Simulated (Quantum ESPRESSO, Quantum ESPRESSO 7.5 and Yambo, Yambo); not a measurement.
# BaTiO3 (P4mm): G0W0 with Yambo, start to end

Aim: the G0W0 gap of BaTiO3 (P4mm) on PBE, step by step.

Program: Quantum ESPRESSO 7.5 and Yambo 5.3.0. Level of theory: PBE and many-body steps on it, plane waves. Results are calculated unless marked as measured.

Report form: the programs' logs are mostly left out.

The database entry behind the starting cell differs from later determinations by our own check (c/a about 0.6 % short), so it need not match the best structure at ambient conditions.

## 1. Starting point

Symmetry: P4mm, No. 99, tetragonal system. Conventional cell: a = 4.000 Å, b = 4.000 Å, c = 4.018 Å, α = 90.00°, β = 90.00°, γ = 90.00°. Nearest to Ba lie 12 O at 2.79 to 2.88 Å. Ti has 6 O at 1.85 to 2.17 Å nearest. Nearest to O lie 2 Ti at 1.85 to 2.17 Å and 4 Ba at 2.83 Å. Nearest to O lie 2 Ti at 2.00 Å and 4 Ba at 2.79 to 2.88 Å. Farther neighbours and most contacts between anions are not listed.

Geometry: measured (diffraction); atoms relaxed with PBE. The runs that relaxed it are not among those shown. Spin-orbit coupling is left out unless a step names it.

## 2. Ground state

This step: Quantum ESPRESSO 7.5; DFT, PBE, plane waves, norm-conserving pseudopotentials.

The ground-state density comes first.

Input file pw.in:

```
&control
  calculation = 'scf'
  prefix = 'x'
  outdir = 'o'
  pseudo_dir = 'pseudo'
/
&system
  ibrav = 0
  nat = 5
  ntyp = 3
  ecutwfc = 76.0
  nbnd = 26
  force_symmorphic = .true.
/
&electrons
  conv_thr = 1e-10
  electron_maxstep = 80
  mixing_beta = 0.5
/
ATOMIC_SPECIES
  Ba 137.33 Ba.upf
  Ti 47.867 Ti.upf
  O 15.999 O.upf
CELL_PARAMETERS angstrom
  3.9998000000 0.0000000000 0.0000000000
  0.0000000000 3.9998000000 0.0000000000
  0.0000000000 0.0000000000 4.0180000000
ATOMIC_POSITIONS crystal
  Ba 0.0000000000 0.0000000000 0.0007199741
  Ti 0.5000000000 0.5000000000 0.4856287386
  O 0.5000000000 0.5000000000 0.0253431139
  O 0.5000000000 0.0000000000 0.5156540867
  O 0.0000000000 0.5000000000 0.5156540867
K_POINTS automatic
  6 6 6 0 0 0
```

Started as:

```bash
OMP_NUM_THREADS=1 mpirun -n 4 pw.x -nk 4 -in pw.in > pw.out
```

Run time: 23 s. Hardware: 4 MPI ranks of Arm Neoverse V2, shared host; peak memory 0.37 GiB.

This step gave:

```
total energy               : -3738.4675 eV
gap                        : 1.845 eV
k of the valence top       : -0.5, -0.5, -0.5
k of the conduction bottom : 0, 0, 0
least direct gap           : 2.185 eV
```

The gap is indirect, with the least direct gap 0.34 eV higher.

## 3. Bands along the symmetry lines

Levels along a band path, at the cheap level, show where the edges lie and whether the meshes to come will hold them.

Input file pw.in:

```
&control
  calculation = 'bands'
  prefix = 'x'
  outdir = 'o'
  pseudo_dir = 'pseudo'
/
&system
  ibrav = 0
  nat = 5
  ntyp = 3
  ecutwfc = 76.0
  nbnd = 26
  force_symmorphic = .true.
/
&electrons
  conv_thr = 1e-9
  electron_maxstep = 80
  diago_full_acc = .true.
  diago_thr_init = 5e-6
/
ATOMIC_SPECIES
  Ba 137.33 Ba.upf
  Ti 47.867 Ti.upf
  O 15.999 O.upf
CELL_PARAMETERS angstrom
  3.9998000000 0.0000000000 0.0000000000
  0.0000000000 3.9998000000 0.0000000000
  0.0000000000 0.0000000000 4.0180000000
ATOMIC_POSITIONS crystal
  Ba 0.0000000000 0.0000000000 0.0007199741
  Ti 0.5000000000 0.5000000000 0.4856287386
  O 0.5000000000 0.5000000000 0.0253431139
  O 0.5000000000 0.0000000000 0.5156540867
  O 0.0000000000 0.5000000000 0.5156540867
K_POINTS crystal
  75
  0.00000000 0.00000000 0.00000000 1
  0.00000000 0.06250000 0.00000000 1
  0.00000000 0.12500000 0.00000000 1
  0.00000000 0.18750000 0.00000000 1
  0.00000000 0.25000000 0.00000000 1
  0.00000000 0.31250000 0.00000000 1
  0.00000000 0.37500000 0.00000000 1
  0.00000000 0.43750000 0.00000000 1
  0.00000000 0.50000000 0.00000000 1
  0.06250000 0.50000000 0.00000000 1
  0.12500000 0.50000000 0.00000000 1
  0.18750000 0.50000000 0.00000000 1
  0.25000000 0.50000000 0.00000000 1
  0.31250000 0.50000000 0.00000000 1
  0.37500000 0.50000000 0.00000000 1
  0.43750000 0.50000000 0.00000000 1
  0.50000000 0.50000000 0.00000000 1
  0.43750000 0.43750000 0.00000000 1
  0.37500000 0.37500000 0.00000000 1
  0.31250000 0.31250000 0.00000000 1
  0.25000000 0.25000000 0.00000000 1
  0.18750000 0.18750000 0.00000000 1
  0.12500000 0.12500000 0.00000000 1
  0.06250000 0.06250000 0.00000000 1
  0.00000000 0.00000000 0.00000000 1
  0.00000000 0.00000000 0.06250000 1
  0.00000000 0.00000000 0.12500000 1
  0.00000000 0.00000000 0.18750000 1
  0.00000000 0.00000000 0.25000000 1
  0.00000000 0.00000000 0.31250000 1
  0.00000000 0.00000000 0.37500000 1
  0.00000000 0.00000000 0.43750000 1
  0.00000000 0.00000000 0.50000000 1
  0.00000000 0.06250000 0.50000000 1
  0.00000000 0.12500000 0.50000000 1
  0.00000000 0.18750000 0.50000000 1
  0.00000000 0.25000000 0.50000000 1
  0.00000000 0.31250000 0.50000000 1
  0.00000000 0.37500000 0.50000000 1
  0.00000000 0.43750000 0.50000000 1
  0.00000000 0.50000000 0.50000000 1
  0.06250000 0.50000000 0.50000000 1
  0.12500000 0.50000000 0.50000000 1
  0.18750000 0.50000000 0.50000000 1
  0.25000000 0.50000000 0.50000000 1
  0.31250000 0.50000000 0.50000000 1
  0.37500000 0.50000000 0.50000000 1
  0.43750000 0.50000000 0.50000000 1
  0.50000000 0.50000000 0.50000000 1
  0.43750000 0.43750000 0.50000000 1
  0.37500000 0.37500000 0.50000000 1
  0.31250000 0.31250000 0.50000000 1
  0.25000000 0.25000000 0.50000000 1
  0.18750000 0.18750000 0.50000000 1
  0.12500000 0.12500000 0.50000000 1
  0.06250000 0.06250000 0.50000000 1
  0.00000000 0.00000000 0.50000000 1
  0.00000000 0.50000000 0.00000000 1
  0.00000000 0.50000000 0.06250000 1
  0.00000000 0.50000000 0.12500000 1
  0.00000000 0.50000000 0.18750000 1
  0.00000000 0.50000000 0.25000000 1
  0.00000000 0.50000000 0.31250000 1
  0.00000000 0.50000000 0.37500000 1
  0.00000000 0.50000000 0.43750000 1
  0.00000000 0.50000000 0.50000000 1
  0.50000000 0.50000000 0.00000000 1
  0.50000000 0.50000000 0.06250000 1
  0.50000000 0.50000000 0.12500000 1
  0.50000000 0.50000000 0.18750000 1
  0.50000000 0.50000000 0.25000000 1
  0.50000000 0.50000000 0.31250000 1
  0.50000000 0.50000000 0.37500000 1
  0.50000000 0.50000000 0.43750000 1
  0.50000000 0.50000000 0.50000000 1
```

It took 11 s on 4 MPI ranks; peak memory 0.27 GiB.

Numbers from this step:

```
gap                        : 1.845 eV
k of the valence top       : 0.5, 0.5, 0.5
k of the conduction bottom : 0, 0, 0
least direct gap           : 2.185 eV
```

The gap is 1.845 eV, as in the run before at this level.

The electronic bands at the labelled points (eV, zero at the top of the highest filled band):

```
    point  band 17  band 18  band 19  band 20  band 21  band 22  band 23  band 24
        Γ    -1.15    -0.39    -0.34    -0.34     1.84     2.16     2.16     4.08
  halfway    -1.51    -1.24    -0.76    -0.63     2.21     2.79     2.83     4.21
        X    -1.82    -1.66    -1.05    -0.92     2.28     3.55     3.61     4.19
  halfway    -1.63    -1.49    -1.09    -0.50     2.88     3.62     3.70     4.75
        M    -1.81    -1.04    -1.04    -0.07     3.63     3.63     4.00     4.78
  halfway    -1.87    -1.15    -0.92    -0.50     2.74     2.96     3.15     4.73
        Γ    -1.15    -0.39    -0.34    -0.34     1.84     2.16     2.16     4.08
  halfway    -1.58    -1.29    -0.53    -0.53     1.92     2.96     2.96     4.08
        Z    -1.94    -1.92    -0.70    -0.70     2.00     3.66     3.66     4.08
  halfway    -1.41    -1.29    -1.09    -0.63     2.85     3.67     3.72     4.74
        R    -1.74    -0.90    -0.88    -0.21     3.58     3.68     4.01     4.92
  halfway    -2.46    -0.59    -0.52    -0.17     3.88     3.91     4.13     6.24
        A    -2.39    -0.14    -0.14     0.00     4.23     4.25     4.25     6.51
  halfway    -2.15    -0.88    -0.69    -0.62     3.34     3.80     3.83     5.95
        Z    -1.94    -1.92    -0.70    -0.70     2.00     3.66     3.66     4.08
jump to X    -1.82    -1.66    -1.05    -0.92     2.28     3.55     3.61     4.19
  halfway    -1.45    -1.39    -1.18    -0.60     3.01     3.57     3.73     4.77
        R    -1.74    -0.90    -0.88    -0.21     3.58     3.68     4.01     4.92
jump to M    -1.81    -1.04    -1.04    -0.07     3.63     3.63     4.00     4.78
  halfway    -2.55    -0.68    -0.68    -0.04     3.92     3.92     4.11     6.09
        A    -2.39    -0.14    -0.14     0.00     4.23     4.25     4.25     6.51
```

## 4. Empty states on the mesh, 4×4×4 mesh, 129 bands

The sums over transitions need many empty states on a uniform mesh; this step solves for them.

Input file pw.in:

```
&control
  calculation = 'nscf'
  prefix = 'x'
  outdir = 'o'
  pseudo_dir = 'pseudo'
/
&system
  ibrav = 0
  nat = 5
  ntyp = 3
  ecutwfc = 76.0
  nbnd = 129
  force_symmorphic = .true.
/
&electrons
  conv_thr = 1e-9
  electron_maxstep = 80
  diago_full_acc = .true.
  diago_thr_init = 5e-6
/
ATOMIC_SPECIES
  Ba 137.33 Ba.upf
  Ti 47.867 Ti.upf
  O 15.999 O.upf
CELL_PARAMETERS angstrom
  3.9998000000 0.0000000000 0.0000000000
  0.0000000000 3.9998000000 0.0000000000
  0.0000000000 0.0000000000 4.0180000000
ATOMIC_POSITIONS crystal
  Ba 0.0000000000 0.0000000000 0.0007199741
  Ti 0.5000000000 0.5000000000 0.4856287386
  O 0.5000000000 0.5000000000 0.0253431139
  O 0.5000000000 0.0000000000 0.5156540867
  O 0.0000000000 0.5000000000 0.5156540867
K_POINTS automatic
  4 4 4 0 0 0
```

It took 22 s on 4 MPI ranks; peak memory 0.43 GiB; 90 s of CPU time.

Numbers from this step:

```yaml
gap: 1.845 eV
k_of_the_valence_top: -0.5, -0.5, -0.5
k_of_the_conduction_bottom: 0, 0, 0
least_direct_gap: 2.185 eV
k_points_computed: 18
lowest_point_of_the_top_converged_band_above_the_valence_top: 71.0991 eV
```

On this mesh the gap is 1.845 eV.

## 5. Conversion and set-up

This step: Yambo 5.3.0; conversion and set-up on PBE, plane waves, norm-conserving pseudopotentials.

The states are converted to the many-body program's format and the q mesh is built.

Started as:

```bash
(cd o/x.save; p2y > p2y.log; mv SAVE ../..); yambo > setup.log
```

Wall time 2.9 s (1 MPI rank); peak memory 0.25 GiB.

## 6. Screening and self-energy, 4×4×4 mesh, 129 bands, screening to 136.1 eV

Now the one-shot GW correction: screening in the RPA, then the self-energy of the levels asked for.

This step: G0W0 on PBE, plane waves, norm-conserving pseudopotentials.

Input file gw1.in:

```
HF_and_locXC
gw0
dyson
ppa
em1d
rim_cut
RandQpts= 1000000
RandGvec= 1 RL
EXXRLvcs= 76 Ry
VXCRLvcs= 304 Ry
Chimod= "HARTREE"
% BndsRnXp
 1 | 129 |
%
NGsBlkXp= 10 Ry
% LongDrXp
 1 | 1 | 1 |
%
% GbndRnge
 1 | 129 |
%
DysSolver= "n"
ExtendOut
PPAPntXp= 27.21138 eV
% QPkrange
 18 | 18 | 19 | 22 |
 1 | 1 | 19 | 22 |
%
```

Started as:

```bash
OMP_NUM_THREADS=1 mpirun -n 4 yambo -F gw1.in -J gw1 -C gw1 > gw1.log
```

It took 3.9 min on 4 MPI ranks; peak memory 2.1 GiB; 16 min of CPU time.

Numbers from this step:

- G0W0 gap on the points computed: 3.312 eV
- starting gap on the mesh: 1.845 eV
- k of the valence top: -0.5, -0.5, -0.5
- k of the conduction bottom: 0, 0, 0
- least direct G0W0 gap on the computed points: 3.663 eV
- Z at the valence top: 0.7633
- Z at the conduction bottom: 0.7772

The gap on the mesh goes from 1.84 eV to 3.31 eV, a correction of +1.47 eV.

Limits: finite bands, cutoff and mesh; no spin-orbit coupling; coarse k mesh. v1 is the top filled band, c1 the lowest empty one. The levels before and after the correction (eV, zero at the valence-band top of each column):

```
           conduction bottom  valence top
Kohn-Sham               1.84         0.00
     G0W0               3.31         0.00
```

```
                         level  energy (eV)
Kohn-Sham              Γ v2-v1       -0.340
Kohn-Sham                 Γ c1        1.845
Kohn-Sham                 Γ c2        2.161
Kohn-Sham  (-0.5 -0.5 -0.5) v2       -0.139
Kohn-Sham  (-0.5 -0.5 -0.5) v1        0.000
Kohn-Sham  (-0.5 -0.5 -0.5) c1        4.229
Kohn-Sham  (-0.5 -0.5 -0.5) c2        4.252
     G0W0              Γ v2-v1       -0.350
     G0W0                 Γ c1        3.312
     G0W0                 Γ c2        3.657
     G0W0  (-0.5 -0.5 -0.5) v2       -0.166
     G0W0  (-0.5 -0.5 -0.5) v1        0.000
     G0W0  (-0.5 -0.5 -0.5) c1        5.968
     G0W0  (-0.5 -0.5 -0.5) c2        6.061
```

## 7. Where the time went

Times are wall times on the hardware named with each run, good to a factor of about two.

```
                          step     time  share  memory (GiB)
                  ground state     23 s    8 %          0.37
bands along the symmetry lines     11 s    4 %          0.27
      empty states on the mesh     22 s    8 %          0.43
         conversion and set-up    2.9 s    1 %          0.25
     screening and self-energy  3.9 min   80 %           2.1
```

## 8. Summary of results

| Quantity | Value |
| --- | --- |
| PBE gap | 1.84 eV, indirect |
| G0W0 gap on the mesh | 3.31 eV |
| GW settings | 4×4×4 mesh, 129 bands, screening to 136.1 eV, Godby-Needs plasmon pole |
| known limits | not at the basis limit; no spin-orbit coupling; coarse k mesh |

**Reading.** G0W0 moves the gap on the mesh from 1.84 eV to 3.31 eV (+1.47 eV), with Z of 0.76 and 0.78 at the edges. Only 2 of the mesh's irreducible points were corrected, so a valley elsewhere could overtake. The dearest step here is «screening and self-energy». Bands and cutoff are finite, so the gap is not at the basis limit. The miss can reach some tenths of an eV and take either sign; the mesh is an error of its own. In the G0W0 run levels were corrected at 2 k points alone, so a gap called «on the mesh» is the least over those, and an edge elsewhere would be missed. The 4×4×4 mesh is coarse for this cell, which bears on the long-range parts of exchange and screening. The many-body steps are scalar-relativistic: spin-orbit coupling is not in them.

[Paths, hosts, dates, memory and timing lines, banners, echoed tables and standing remarks are left out of the program output.]

[Logs are printed without paths, hosts, clocks, repeated set-up lines and the standing remarks that a program may print on its own settings, such as how far it seeks lower states.]

[Runs of the session that timed out or met a known fault of the program may be left out.]

[Hosts, paths, dates, database ids (printed as entryN), source tags and the programs' standing remarks are cut or masked in the printed files.]
